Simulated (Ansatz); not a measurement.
## InBi (model cell, started as NiAs type): phonons and vibrational spectra

Wanted: phonon frequencies of InBi (model cell, started as NiAs type) and what follows from them.

Program: Ansatz 0.2.0. Level of theory: DFT PBEsol, scalar-relativistic, plane waves, PAW. Results are calculated unless marked as measured.

The structure was built from a prototype and need not be the compound's stable phase.

### Step 1. Starting point

It takes space group P6_3/mmc (No. 194, hexagonal). Conventional cell: a = 4.253 Å, b = 4.253 Å, c = 6.804 Å, α = 90.00°, β = 90.00°, γ = 120.00°. In has 6 Bi at 2.99 Å nearest. Bi has 6 In at 2.99 Å nearest. Farther neighbours are not listed.

### Step 2. Rough relaxation

A rough relaxation comes first, because large forces or stress need no tight tolerances yet.

The input, input.yaml:

```yaml
crystal:
  lattice:
    - [4.25254, 0.0, 0.0]
    - [-2.12627, 3.68281, 0.0]
    - [0.0, 0.0, 6.80406]
  atoms:
    - { symbol: In, position: [0.0, 0.0, 0.0] }
    - { symbol: In, position: [0.0, 0.0, 0.5] }
    - { symbol: Bi, position: [0.333333, 0.666667, 0.25] }
    - { symbol: Bi, position: [0.666667, 0.333333, 0.75] }
kpoints:
  mp_grid: { grid: [6, 6, 4] }
hamiltonian:
  xc: pbesol
scf:
  occupations: { method: gaussian, width: 0.1 }
output:
  forces: true
  stress: true
  eigenvalues: true
relax:
  adjacent_minimum: "off"
  f_tol: 0.05
  max_steps: 80
  cell: { stress_tol: 0.5 }
```

Started as:

```sh
$ ansatz run input.yaml --threads 4 --pin off --max-ram 7168MiB --backend cpu --events-out ev --progress --plain --runs-dir out
```

Numbers of over 12 decimals in the logs are rounded to 6 here.

What it wrote:

```text
[...]
F+E_penalty+E_count = -35534.58878103 eV   max|allowed force component| = 1.226e-16 eV/Å   (the final SCF, on the basis selected at the relaxed cell)
  cell:  # Å, volume = 120.5919 Å³
    - [4.288846, 0, 0.0]
    - [-2.144423, 3.714250, 0.0]
    - [0.0, 0.0, 7.570189]
  atoms:
    - { symbol: In, position: [0, 0, 0] }
    - { symbol: In, position: [0, 0, 0.5] }
    - { symbol: Bi, position: [0.333333, 0.666667, 0.25] }
    - { symbol: Bi, position: [0.666667, 0.333333, 0.75] }
[key lines of the parts left out:]
SCF converged after 5 iterations
Free energy (F): -35534.588781 eV
Fermi energy:    9.927781 eV
P = ⅓ Tr σ = -0.1762 GPa (-1.762 kbar)
```

Elapsed: 4.9 s, on 4 threads of Intel Xeon 6975P-C (Granite Rapids), shared host; peak memory 0.55 GiB.

The steps of the relaxation:

| step | energy less that of the first step (eV) | largest force component (eV/Å) | pressure (GPa) | volume (Å³) |
| --- | --- | --- | --- | --- |
| 1 | 0.0000 | 0.0000 | 8.83 | 106.56 |
| 2 | -0.3612 | 0.0000 | 0.34 | 120.53 |
| 3 | -0.3648 | 0.0000 | 0.06 | 121.08 |
| 4 | -0.3753 | 0.0000 | -0.32 | 121.48 |
| 5 | -0.3791 | 0.0000 | -0.62 | 121.21 |
| 6 | -0.3874 | 0.0000 | -0.22 | 120.59 |
| 7* | -0.3916 | 0.0000 | -0.18 | 120.59 |

Relaxation steps marked * repeat the geometry before them on a plane-wave basis chosen anew for their cell, so energy and pressure can jump there.

Forces are held to the 24 operations that the run works with; a distortion that breaks them can't arise in this run.

| conventional cell, symmetrised | before | after | change |
| --- | --- | --- | --- |
| a (Å) | 4.253 | 4.289 | +0.9 % |
| b (Å) | 4.253 | 4.289 | +0.9 % |
| c (Å) | 6.804 | 7.570 | +11.3 % |
| volume (Å³/atom) | 26.64 | 30.15 | +13.2 % |

The relaxed structure:

```xyz
4
Lattice="4.2888 0.0000 0.0000 -2.1444 3.7142 0.0000 0.0000 0.0000 7.5702" Properties=species:S:1:pos:R:3 pbc="T T T"
In    0.0000    0.0000    0.0000
In    0.0000    0.0000    3.7851
Bi    0.0000    2.4762    1.8925
Bi    2.1444    1.2381    5.6776
```

This step gave:

* pressure: -0.1762 GPa
* volume per atom: 30.15 Å³
* gap on the k-mesh: 0 eV

In this step the volume went from 26.64 to 30.15 Å³/atom.

### Step 3. Relaxation

Harmonic phonons are second derivatives at a point where the forces vanish, and they are wanted at zero stress, so atoms and cell are relaxed first.

input.yaml, the sections that differ from step 2:

```yaml
crystal:
  lattice:
    - [4.288845984, 0.0, 0.0]
    - [-2.144422992, 3.7142495751, 0.0]
    - [0.0, 0.0, 7.5701892337]
  atoms:
    - { symbol: In, position: [0.0, 0.0, 0.0] }
    - { symbol: In, position: [0.0, 0.0, 0.5] }
    - { symbol: Bi, position: [0.3333333333, 0.6666666667, 0.25] }
    - { symbol: Bi, position: [0.6666666667, 0.3333333333, 0.75] }
kpoints:
  mp_grid: { grid: [12, 12, 6] }
relax:
  adjacent_minimum: "off"
  f_tol: 0.005
  max_steps: 80
  cell: { stress_tol: 0.05 }
# hamiltonian, scf, output: as in step 2
```

What it wrote:

```text
[...]
Crystal: 4 atoms, lattice volume = 120.592 Å³
Basis set: ecut = 420 eV, 2359 PW (Γ), exchange–correlation on 60×60×108 points (8 copies of the dense FFT grid, shifted against one another)
Bands: 34, of which v1, the nominal top of the filled ones, is band 28 counted from 1 (27 counted from 0)
Symmetry: 24 space group operations
[...]
k-points: 76 of 864
[...]
--- Relaxed structure (6 steps of the walk, 6 accepted, 1 SCFs on fresh bases) ---
[...]
cell:  # Å, volume = 119.6090 Å³
    - [4.175725, 0.0, 0.0]
    - [-2.087862, 3.616284, 0.0]
    - [0.0, 0.0, 7.920810]
  atoms:
    - { symbol: In, position: [0, 0, 0] }
    - { symbol: In, position: [0, 0, 0.5] }
    - { symbol: Bi, position: [0.333333, 0.666667, 0.25] }
    - { symbol: Bi, position: [0.666667, 0.333333, 0.750000] }
[key lines of the parts left out:]
SCF converged after 5 iterations
Free energy (F): -35534.551056 eV
Fermi energy:    9.998099 eV
P = ⅓ Tr σ = -0.0053 GPa (-0.053 kbar)
```

Elapsed: 15 s, on 4 threads; peak memory 0.67 GiB; 53 s of CPU time.

The steps of the relaxation:

| step | energy less that of the first step (eV) | largest force component (eV/Å) | pressure (GPa) | volume (Å³) |
| --- | --- | --- | --- | --- |
| 1 | 0.0000 | 0.0000 | -0.08 | 120.59 |
| 2 | -0.0029 | 0.0000 | 0.07 | 120.12 |
| 3 | -0.0119 | 0.0000 | 0.26 | 118.81 |
| 4 | -0.0128 | 0.0000 | -0.05 | 119.89 |
| 5 | -0.0134 | 0.0000 | 0.01 | 119.64 |
| 6 | -0.0135 | 0.0000 | 0.00 | 119.61 |
| 7* | -0.0133 | 0.0000 | -0.01 | 119.61 |

Relaxation steps marked * repeat the geometry before them on a plane-wave basis chosen anew for their cell, so energy and pressure can jump there.

Forces are held to the 24 operations that the run works with; a distortion that breaks them can't arise in this run.

```
conventional cell, symmetrised  before  after  change
                         a (Å)   4.289  4.176  -2.6 %
                         b (Å)   4.289  4.176  -2.6 %
                         c (Å)   7.570  7.921  +4.6 %
              volume (Å³/atom)   30.15  29.90  -0.8 %
```

Final coordinates:

```xyz
4
Lattice="4.1757 0.0000 0.0000 -2.0879 3.6163 0.0000 0.0000 0.0000 7.9208" Properties=species:S:1:pos:R:3 pbc="T T T"
In    0.0000    0.0000    0.0000
In    0.0000    0.0000    3.9604
Bi    0.0000    2.4109    1.9802
Bi    2.0879    1.2054    5.9406
```

This step gave:

```yaml
pressure: -0.005330 GPa
volume_per_atom: 29.90 Å³
```

In this step the volume went from 30.15 to 29.90 Å³/atom.

### Step 4. Tight relaxation

Phonons need a cell at rest on their own settings, so the relaxation is repeated with tight tolerances on forces and stress, using the mesh and the filling of the phonon run that follows.

The input, input.yaml:

```yaml
crystal:
  lattice:
    - [4.1757245514, 0.0, 0.0]
    - [-2.0878622757, 3.6162835407, 0.0]
    - [0.0, 0.0, 7.92080962]
  atoms:
    - { symbol: In, position: [0.0, 0.0, 0.0] }
    - { symbol: In, position: [0.0, 0.0, 0.5] }
    - { symbol: Bi, position: [0.3333333333, 0.6666666667, 0.25] }
    - { symbol: Bi, position: [0.6666666667, 0.3333333333, 0.75] }
kpoints:
  mp_grid: { grid: [12, 12, 6] }
hamiltonian:
  xc: pbesol
scf:
  occupations: { method: methfessel_paxton, width: 0.2 }
output:
  forces: true
  stress: true
  eigenvalues: true
relax:
  adjacent_minimum: "off"
  f_tol: 0.001
  max_steps: 60
  cell: { stress_tol: 0.01 }
```

What it wrote:

```text
[...]
Crystal: 4 atoms, lattice volume = 119.609 Å³
Basis set: ecut = 420 eV, 2301 PW (Γ), exchange–correlation on 60×60×108 points (8 copies of the dense FFT grid, shifted against one another)
Bands: 34, of which v1, the nominal top of the filled ones, is band 28 counted from 1 (27 counted from 0)
Symmetry: 24 space group operations
[...]
k-points: 76 of 864
[...]
--- Relaxed structure (3 steps of the walk, 3 accepted, 1 SCFs on fresh bases) ---
[...]
cell:  # Å, volume = 119.6268 Å³
    - [4.181778, 0, 0]
    - [-2.090889, 3.621526, 0]
    - [0, 0, 7.899069]
  atoms:
    - { symbol: In, position: [0, 0, 0.0] }
    - { symbol: In, position: [0, 0, 0.500000] }
    - { symbol: Bi, position: [0.333333, 0.666667, 0.250000] }
    - { symbol: Bi, position: [0.666667, 0.333333, 0.75] }
[key lines of the parts left out:]
SCF converged after 6 iterations
Free energy (F): -35534.545245 eV
Fermi energy:    10.004287 eV
P = ⅓ Tr σ = -0.0050 GPa (-0.050 kbar)
```

It took 8.5 s on 4 threads; peak memory 0.69 GiB.

Relaxation path:

```csv
step,energy less that of the first step (eV),largest force component (eV/Å),pressure (GPa),volume (Å³)
1,0.0000,0.0000,-0.02,119.61
2,-0.0001,0.0000,0.00,119.57
3,-0.0001,0.0000,-0.01,119.63
4*,-0.0001,0.0000,-0.01,119.63
```

Relaxation steps marked * repeat the geometry before them on a plane-wave basis chosen anew for their cell, so energy and pressure can jump there.

Forces are held to the 24 operations that the run works with; a distortion that breaks them can't arise in this run.

```csv
"conventional cell, symmetrised",before,after,change
a (Å),4.176,4.182,+0.1 %
b (Å),4.176,4.182,+0.1 %
c (Å),7.921,7.899,-0.3 %
volume (Å³/atom),29.90,29.91,+0.0 %
```

Numbers from this step:

| Property | Result |
| --- | --- |
| pressure | -0.005022 GPa |
| volume per atom | 29.91 Å³ |

The forces vanish by symmetry and the pressure is -0.005 GPa, within the tolerances set. The cell now holds 29.91 Å³/atom.

### Step 5. Linear response at the zone centre

The zone centre comes first: it holds the modes that light can see, as far as symmetry allows. No field response is asked, since the mesh shows no gap.

input.yaml, the sections that differ from step 4:

```yaml
crystal:
  lattice:
    - [4.1817776876, 0.0, 0.0]
    - [-2.0908888438, 3.6215257104, 0.0]
    - [0.0, 0.0, 7.8990694207]
  atoms:
    - { symbol: In, position: [0.0, 0.0, 0.0] }
    - { symbol: In, position: [0.0, 0.0, 0.5] }
    - { symbol: Bi, position: [0.3333333333, 0.6666666667, 0.25] }
    - { symbol: Bi, position: [0.6666666667, 0.3333333333, 0.75] }
output:
  eigenvalues: true
phonons:
  method: dfpt
# kpoints, hamiltonian, scf: as in step 4
# relax: removed
```

What it wrote:

```text
[...]
Crystal: 4 atoms, lattice volume = 119.627 Å³
Basis set: ecut = 420 eV, 2301 PW (Γ), exchange–correlation on 60×60×108 points (8 copies of the dense FFT grid, shifted against one another)
Bands: 34, of which v1, the nominal top of the filled ones, is band 28 counted from 1 (27 counted from 0)
Symmetry: 24 space group operations
k-points: 242 of 864 (irreducible under 2 space group operations, time reversal used)
[...]
SCF iter   1: F=—  HF=-35534.549610 eV  |F-HF|=—  |Δ(HF+E_count)|=         —  Δρ=2.82e-3  dr2=8.39e-3  ethr=1.77e-3  ⟨swp⟩=6.2  Hψ=36682  notcnv=0
[...]
SCF iter  10: F=-35534.545245 eV  HF=-35534.545245 eV  |F-HF|=7.28e-12  |Δ(HF+E_count)|=  7.28e-12  S|Δr|=    0.00e0  Δρ=2.40e-8  dr2=1.15e-12  ethr=1.00e-12  ⟨swp⟩=9.4  Hψ=39682  notcnv=0
SCF 1 converged in 10 iterations: F = -35534.545245 eV  dr2 = 1.15e-12
[...]
DFPT response loops at Γ: preconditioner auto → Kerker (q_TF=auto, 2.404 Å⁻¹) (partly filled bands, converged f_vac=0.000); β = 1.00, the filter's whole step (`scf.mixing.beta` (0.50) is not read by the response loops under this deck's `scf.mixing.preconditioner`; to damp them name `kerker` or `kerker_dos`, under which they read `scf.mixing.beta`, and type it under 1.00, their step now; both keys bind the ground state too); Broyden in place of MSR1
SCF converged after 10 iterations
[...]
Free energy (F): -35534.545245 eV
[...]
Internal energy: -35534.548564 eV  (E = F + TS)
E sigma→0 (E₀):  -35534.546075 eV
Entropy (-TS):   0.003319 eV (0.830 meV/atom)
Fermi energy:    10.004287 eV
[...]
--- Band table (eV; the first three rows and the last of 242) ---
  k-point 0: bands = [... 24 lower, 8.8899, 10.5594, 10.5594, 11.1198, 11.1198, 12.1938, 14.2080, 14.2080, ... 2 higher]
  k-point 1: bands = [... 24 lower, 9.6581, 10.5955, 10.5955, 11.0817, 11.0817, 12.1233, 14.1947, 14.1947, ... 2 higher]
  k-point 2: bands = [... 24 lower, 10.6415, 10.6955, 10.6955, 10.9773, 10.9773, 11.8801, 14.1937, 14.1937, ... 2 higher]
  k-point 241: bands = [... 24 lower, 7.0046, 7.0046, 8.5065, 8.5065, 10.8127, 10.8127, 11.9878, 11.9878, ... 2 higher]
--- Phonons (Γ-DFPT): 4 representative perturbations + reference, on 242 of 864 k-points (Σ response iterations 12) ---
  k mesh reduced under 2 symmetry operations, with k and −k counted as one. Each operation leaves every solved perturbation unchanged. A smaller set is not used because it would not reduce the number of displacements times k-points to solve
  ASR residual: 5.001e-5 → 0.000e0 eV/Å²; symmetrization residual: 3.669e-5 eV/Å²
  ASR residual per site (eV/Å²): 5.00e-5 5.00e-5 4.50e-5 4.50e-5
  Γ frequencies (cm⁻¹): 0.00 0.00 0.00 57.61 57.61 69.59 74.50 74.50 95.59 95.59 102.26 105.75
  non-analytic LO–TO correction: not included (Born effective charges unavailable; polar crystals: no LO–TO splitting at Γ)
```

Wall time 61 s (4 threads); peak memory 3.5 GiB; 3.8 min of CPU time.

Reading the cycles: dr2 is the Hartree energy of the density residual (eV), the measure of convergence; HF is the Harris–Foulkes estimate of the energy, which meets the free energy F at convergence.

Numbers from this step:

* sum-rule residual before enforcement: 5.00e-5 eV/Å²
* point group: 6/mmm
* highest optical mode at the zone centre (no LO-TO term): 105.8 cm⁻¹
* lowest optical zone-centre mode: 57.61 cm⁻¹

Patterns of degenerate modes are one choice out of their space. The modes at Γ (shares of kinetic energy by element, %):

```
mode  frequency (cm⁻¹)  symmetry  In %  Bi %
   1               0.0  acoustic    35    65
   2               0.0  acoustic    35    65
   3               0.0  acoustic    35    65
   4              57.6       E2g     0   100
   5              57.6       E2g     0   100
   6              69.6       B1g     0   100
   7              74.5       E2u   100     0
   8              74.5       E2u   100     0
   9              95.6       E1u    65    35
  10              95.6       E1u    65    35
  11             102.3       A2u    65    35
  12             105.8       B2u   100     0
```

Displacements in mode 5 (57.6 cm⁻¹), the largest set to 1:
```
In1  0.00  0.00  0.00
In2  0.00  0.00  0.00
Bi3  1.00  0.24  0.00
Bi4 -1.00 -0.24  0.00
```

Displacements in mode 12 (105.8 cm⁻¹), the largest set to 1:
```
In1  0.00  0.00  1.00
In2  0.00  0.00 -1.00
Bi3  0.00  0.00  0.00
Bi4  0.00  0.00  0.00
```

Before it was imposed, the acoustic sum rule was missed by 5.0e-5 eV/Å². Small misses are needed for a sound result but don't prove that mesh and cutoff are converged. The lowest optical mode is real, 57.6 cm⁻¹.

(Continued in part 2 of 2.)

[Logs are printed without paths, hosts, clocks, repeated set-up lines and the standing remarks that a program may print on its own settings, such as how far it seeks lower states.]

[Hosts, paths, dates, database ids (printed as entryN), source tags and the programs' standing remarks are cut or masked in the printed files.]
